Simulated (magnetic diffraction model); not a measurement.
# Moment size from magnetic intensity in Nd2CS5

Space group Cmcm (no. 63), a = 4.7100 Å, b = 8.4520 Å, c = 18.7040 Å.

| site | atom | x | y | z |
| --- | --- | --- | --- | --- |
| 8f | Nd | 0 | 0.3378 | 0.6004 |
| 4c | S | 0 | 0.2522 | 3/4 |
| 8f | S | 0 | 0.0150 | 0.1748 |
| 8f | S | 0 | 0.3370 | 0.0615 |
| 4c | C | 0 | 0.0682 | 3/4 |

This is a made-up structure (elements placed in a structure type, unrelaxed), so the numbers test the method and describe no known phase.

Only Nd is taken to order (form factors of Nd3+); orders and moment sizes are assumed, and not adapted to the symmetry. Radiation: neutrons of λ = 1.8 Å, 3° to 40°; isotropic B of 0.18 Å² (Nd), 0.28 Å² (S) and 0.43 Å² (C). Simulated constant-wavelength pattern: nuclear and magnetic terms add, the magnetic one as |2.695 fm × Σ f S⊥ exp(2πi Q·r) exp(−B s²)|², summed over all Q at one angle with the factor 1/(sin²θ cos θ). For a modulated order the moment at position r is S exp(−2πi k·r) + c.c., with S = m/2 for a sine wave of amplitude m and S = m(u + iv)/2 for moments turning in a plane, u and v being orthogonal unit vectors in it; the phase factor of the sum at Q = H + k is then exp(2πi H·r). Free-ion form factors, Sears's scattering lengths of 1992, no absorption; a label names one of the reflections at its angle. The strongest nuclear line in the range is 100, and lines under 0.2 are left out.

In a first state the assumed order is k = (0 0 1/3), moments turning in the plane of [100] and [010], 2.2 μB on Nd; signs + at (0, 0.3378, 0.6004), − at (0, 0.3378, 0.8996), + at (1/2, 0.1622, 0.1004), + at (1/2, 0.1622, 0.3996), with this pattern:

| 2θ (°) | index | nuclear | magnetic |
| --- | --- | --- | --- |
| 3.68 | (0 0 2/3) | 0.0 | 123.9 |
| 7.36 | (0 0 4/3) | 0.0 | 30.9 |
| 9.20 | (0 0 5/3) | 0.0 | 19.7 |
| 11.04 | (0 0 2) | 13.0 | 0.0 |
| 12.89 | (0 0 7/3) | 0.0 | 10.0 |
| 14.74 | (0 0 8/3) | 0.0 | 7.6 |
| 18.46 | (0 0 10/3) | 0.0 | 4.8 |
| 20.32 | (0 0 11/3) | 0.0 | 4.0 |
| 22.19 | (0 0 4) | 4.4 | 0.0 |
| 24.07 | (0 0 13/3) | 0.0 | 2.8 |
| 24.59 | (0 2 0) | 1.0 | 0.0 |
| 24.66 | (0 2 1/3) | 0.0 | 2.7 |
| 24.87 | (0 2 2/3) | 0.0 | 2.7 |
| 25.22 | (0 2 1) | 1.5 | 0.0 |
| 25.34 | (1 1 1/3) | 0.0 | 5.0 |
| 25.55 | (1 1 2/3) | 0.0 | 5.0 |
(The table stops after 16 lines; 33 more lie at higher angle.)

**Question.** Nearer the ordering temperature the line at 3.68° has total intensity 11.2 on the same scale, and all moments have shrunk alike. How large is the Nd moment?

The nuclear part, 0.0, stays, so the magnetic part is 11.2 against 123.9. It goes as m², so m = 2.2 × √(11.2/123.9) = 0.66 μB; the value used was 0.66 μB.
